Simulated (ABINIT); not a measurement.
# ZnSe (Stilleite): G0W0 with ABINIT, start to end, part 3 of 3

Wanted: ground state, empty states, screening and self-energy for ZnSe (Stilleite).

ABINIT 10.8.3; LDA and many-body steps on it, plane waves. Known limits of the many-body steps: not at the basis limit; no spin-orbit coupling; coarse k mesh.

So far. Step 4 (Empty states on the mesh, 4×4×4 mesh, 167 bands): On this mesh the gap is 1.028 eV. Step 5 (Screening, 4×4×4 mesh, 159 bands, screening to 179.6 eV): Local fields lower ε∞ by 5 %. On a Γ-centred mesh this coarse the value itself is usually too large, while a short band sum pulls it down.

### Step 6. Self-energy, 4×4×4 mesh, 159 bands, screening to 179.6 eV

The self-energy is evaluated for the states that the input lists, and the levels follow from it, in one-shot runs by the linearised quasiparticle equation.

This step: G0W0 on LDA, plane waves, norm-conserving pseudopotentials.

The input, run.abi:

```
acell 3*1.0 Angstrom
rprim 
  -0.000000000000 2.833800000000 2.833800000000
  2.833800000000 -0.000000000000 2.833800000000
  2.833800000000 2.833800000000 0.000000000000
ntypat 2
znucl 30 34
natom 2
typat 1 2
xred 
  0.000000000000 0.000000000000 0.000000000000
  0.250000000000 0.250000000000 0.250000000000
pp_dirpath "pseudos"
pseudos "Zn.upf, Se.upf"
ecut 48
ngkpt 4 4 4
nshiftk 1
shiftk 0 0 0
kptopt 1
chksymbreak 0
istwfk *1
occopt 1
irdwfk 1
optdriver 4
nband 159
gwcalctyp 0
ecutsigx 48
symsigma 1
nkptgw 3
kptgw 
  0.0000000000 0.0000000000 0.0000000000
  0.5000000000 0.0000000000 0.0000000000
  0.5000000000 0.5000000000 0.0000000000
bdgw 
  20 26
  21 25
  21 24
ecuteps 6.6
irdscr 1
ppmodel 1
indata_prefix "in"
outdata_prefix "out"
tmpdata_prefix "tmp"
```

Run with:

```console
> OMP_NUM_THREADS=1 mpirun -n 4 abinit run.abi > log
```

Numbers of over 12 decimals in the logs are rounded to 6 here.

The program printed:

```text
.Version 10.8.3 of ABINIT. v10.8.2 released Aug 2026.

 Symmetries : space group F-4 3 m (#216); Bravais cF (face-center cubic)
[... echo of the input left out ...]
== DATASET  1 ==================================================================
-   mpi_nproc: 4, omp_nthreads: 1 (-1 if OMP is not activated)

--- !DatasetInfo
iteration_state: {dtset: 1, }
dimensions: {natom: 2, nkpt: 8, mband: 159, nsppol: 1, nspinor: 1, nspden: 1, mpw: 4910, }
cutoff_energies: {ecut:  48.0, pawecutdg:  -1.0, }
electrons: {nelect:   4.40000000E+01, charge:   0.00000000E+00, occopt:   1.00000000E+00, tsmear:   1.00000000E-02, }

 SIGMA: Calculation of the GW corrections

 Based on a program developped by R.W. Godby, V. Olevano, G. Onida, and L. Reining.
 Incorporated in ABINIT by V. Olevano, G.-M. Rignanese, and M. Torrent.
.Using double precision arithmetic ; gwpc =  8

[... cell and pseudopotentials left out ...]
--------------------------------------------------------------------------------

 ==== K-mesh for the wavefunctions ====
 Number of points in the irreducible wedge :     8
[... list of points left out ...]
 Together with 24 symmetry operations and time-reversal symmetry
 yields    64 points in the full Brillouin Zone.

 ==== Q-mesh for screening function ====
 Number of points in the irreducible wedge :     8
[... list of points left out ...]
 Together with 24 symmetry operations and time-reversal symmetry
 yields    64 points in the full Brillouin Zone.

 vcoul_init : cutoff-mode = AUXILIARY_FUNCTION
 q-points for optical limit:   1
     1)      0.000010    0.000020    0.000030
 setmesh: FFT mesh size selected  =    48x   48x   48
          total number of points  =       110592

 Number of electrons calculated from density =   44.0000; Expected =   44.0000
 average of density, n =  0.143258
 r_s =    1.1856
 omega_plasma =   36.5103 [eV]

 === KS Band Gaps ===
  >>>> For spin  1
   Minimum direct gap =   1.0276 [eV], located at k-point      :   0.0000  0.0000  0.0000
   Fundamental gap    =   1.0276 [eV], Top of valence bands at :   0.0000  0.0000  0.0000
                                       Bottom of conduction at :   0.0000  0.0000  0.0000
 SIGMA fundamental parameters:
 PLASMON POLE MODEL  1
 number of plane-waves for SigmaX                 4909
 number of plane-waves for SigmaC and W            259
 number of plane-waves for wavefunctions          4909
 number of bands                                   159
 number of independent spin polarizations            1
 number of spinorial components                      1
 number of k-points in IBZ                           8
 number of q-points in IBZ                           8
 number of symmetry operations                      24
 number of k-points in BZ                           64
 number of q-points in BZ                           64
 number of frequencies for dSigma/dE                 9
 frequency step for dSigma/dE [eV]                0.25
 number of omega for Sigma on real axis              0
 max omega for Sigma on real axis  [eV]           0.00
 zcut for avoiding poles [eV]                     0.10

 EPSILON^-1 parameters (SCR file):
 dimension of the eps^-1 matrix on file            259
 dimension of the eps^-1 matrix used               259
 number of plane-waves for wavefunctions          4909
 number of bands                                   159
 number of q-points in IBZ                           8
 number of frequencies                               2
 number of real frequencies                          1
 number of imag frequencies                          1

 matrix elements of self-energy operator (all in [eV])

 Perturbative Calculation

--- !SelfEnergy_ee
iteration_state: {dtset: 1, }
kpoint     : [   0.000,    0.000,    0.000, ]
spin       : 1
KS_gap     :    1.028
QP_gap     :    1.990
Delta_QP_KS:    0.962
data: !SigmaeeData |
     Band     E0 <VxcDFT>   SigX SigC(E0)      Z dSigC/dE  Sig(E)    E-E0       E
       20   3.802 -17.355 -19.743   1.921   0.799  -0.252 -17.728  -0.374   3.428
       21   3.802 -17.355 -19.743   1.921   0.799  -0.252 -17.728  -0.374   3.428
       22   3.802 -17.355 -19.743   1.921   0.799  -0.252 -17.728  -0.374   3.428
       23   4.829 -13.539  -8.957  -3.859   0.815  -0.227 -12.950   0.589   5.418
       24   9.519 -11.485  -6.276  -4.500   0.812  -0.231 -10.910   0.575  10.094
       25   9.519 -11.485  -6.276  -4.500   0.812  -0.231 -10.910   0.575  10.094
       26   9.519 -11.485  -6.276  -4.500   0.812  -0.231 -10.910   0.575  10.094

--- !SelfEnergy_ee
iteration_state: {dtset: 1, }
kpoint     : [   0.500,    0.000,    0.000, ]
spin       : 1
KS_gap     :    3.225
QP_gap     :    4.242
Delta_QP_KS:    1.018
data: !SigmaeeData |
     Band     E0 <VxcDFT>   SigX SigC(E0)      Z dSigC/dE  Sig(E)    E-E0       E
       21   2.929 -16.075 -18.660   2.015   0.797  -0.255 -16.530  -0.454   2.475
       22   2.929 -16.075 -18.660   2.015   0.797  -0.255 -16.530  -0.454   2.475
       23   6.154 -12.793  -8.091  -4.011   0.815  -0.227 -12.230   0.563   6.717
       24  10.102 -11.451  -6.283  -4.502   0.813  -0.230 -10.910   0.542  10.644
       25  10.102 -11.451  -6.283  -4.502   0.813  -0.230 -10.910   0.542  10.644

--- !SelfEnergy_ee
iteration_state: {dtset: 1, }
kpoint     : [   0.500,    0.500,    0.000, ]
spin       : 1
KS_gap     :    5.014
QP_gap     :    5.879
Delta_QP_KS:    0.865
data: !SigmaeeData |
     Band     E0 <VxcDFT>   SigX SigC(E0)      Z dSigC/dE  Sig(E)    E-E0       E
       21   1.602 -14.260 -17.160   2.188   0.793  -0.261 -14.825  -0.565   1.038
       22   1.602 -14.260 -17.160   2.188   0.793  -0.261 -14.825  -0.565   1.038
       23   6.616 -10.365  -6.191  -3.810   0.824  -0.214 -10.064   0.301   6.917
       24   7.127 -12.503  -7.916  -3.978   0.815  -0.227 -12.006   0.497   7.623

== END DATASET(S) ==============================================================
================================================================================

 -outvars: echo values of variables after computation  --------
           etotal      0.0000000000E+00
            nband         159
             nkpt           8
          spgroup         216
 [... the other variables as echoed above ...]

 Calculation completed.
```

The job ended after 28 s (4 MPI ranks of Arm Neoverse V1, shared host; peak memory 1.2 GiB; 1.9 min of CPU time).

This step gave:

```yaml
g0w0_gap_on_the_points_computed: 1.990 eV
starting_gap_on_the_mesh: 1.028 eV
k_of_the_valence_top: 0, 0, 0
k_of_the_conduction_bottom: 0, 0, 0
z_at_the_valence_top: 0.799
z_at_the_conduction_bottom: 0.815
least_direct_g0w0_gap_on_the_computed_points: 1.990 eV
```

The gap on the mesh goes from 1.03 eV to 1.99 eV, a correction of +0.96 eV.

Limits: finite bands, cutoff and mesh; no spin-orbit coupling; coarse k mesh. v1 is the top filled band, c1 the lowest empty one. The levels before and after the correction (eV, zero at the valence-band top of each column):

```csv
,conduction bottom,valence top
Kohn-Sham,1.03,0.00
G0W0,1.99,0.00
```

```csv
,level,energy (eV)
Kohn-Sham,Γ v3-v1,0.000
Kohn-Sham,Γ c1,1.028
Kohn-Sham,Γ c2-c4,5.717
G0W0,Γ v3-v1,0.000
G0W0,Γ c1,1.990
G0W0,Γ c2-c4,6.666
```

### Step 7. Where the time went

Times are wall times on 4 MPI ranks of Arm Neoverse V1, shared host, good to a factor of about two.

```csv
step,time,share,memory (GiB)
ground state,26 s,8 %,0.35
bands along the symmetry lines,29 s,9 %,0.39
empty states on the mesh,2.8 min,49 %,5.3
screening,89 s,26 %,1.4
self-energy,28 s,8 %,1.2
```

### Step 8. Outcome

```yaml
lda_gap: 1.03 eV, direct
g0w0_gap_on_the_mesh: 1.99 eV
gw_settings: 4×4×4 mesh, 159 bands, screening to 179.6 eV, Godby-Needs plasmon pole
known_limits: not at the basis limit; no spin-orbit coupling; coarse k mesh
```

**Reading.** G0W0 moves the gap on the mesh from 1.03 eV to 1.99 eV (+0.96 eV), with Z of 0.80 and 0.81 at the edges. Local fields lower the RPA ε∞ on this mesh from 20.65 to 19.56; a Γ-centred mesh this coarse tends to raise both, most where the direct gap is narrow, while a short band sum lowers them. Only 3 of the mesh's irreducible points were corrected, so a valley elsewhere could overtake. The dearest step here is «empty states on the mesh». Against experiment, by G0W0@LDA: the direct gap of 1.99 eV lies −0.70 eV from the measured 2.695 ± 0.003 eV (exciton, 300 K, 2023). An exciton line or allowed optical edge lies below the quasiparticle gap by the binding energy; a forbidden edge can push the onset above it. The calculation has static nuclei and no excitons; a measured gap holds zero-point and thermal motion, which mostly lowers it. Against the values above the computed gap that would widen the miss. A likelier cause is too strong a screening: the start's gap is only 1.03 eV, the mesh is coarse, and one shot does not repair that. Bands and cutoff are finite, so the gap is not at the basis limit. The miss can reach some tenths of an eV and take either sign; the mesh is an error of its own. In the G0W0 run levels were corrected at 3 k points alone, so a gap called «on the mesh» is the least over those, and an edge elsewhere would be missed. The 4×4×4 mesh is coarse for this cell, which bears on the long-range parts of exchange and screening. The many-body steps are scalar-relativistic: spin-orbit coupling is not in them.

[Paths, hosts, dates, memory and timing lines, banners, echoed tables and standing remarks are left out of the program output.]

[Logs are printed without paths, hosts, clocks, repeated set-up lines and the standing remarks that a program may print on its own settings, such as how far it seeks lower states.]

[Runs of the session that timed out or met a known fault of the program may be left out.]

[No measured gap is set beside runs whose start may be inverted or whose files or cutoffs have a known fault.]

[Hosts, paths, dates, database ids (printed as entryN), source tags and the programs' standing remarks are cut or masked in the printed files.]

[G0W0 gaps are taken among the corrected bands and points alone; a level outside them can change the order at an edge.]

[Where Ansatz stands beside ABINIT at settings called matched, ABINIT's density can come from a denser mesh and the files from another edition; pairs whose starting gaps differed by over 0.03 eV were left out, so agreement reads better than it is.]
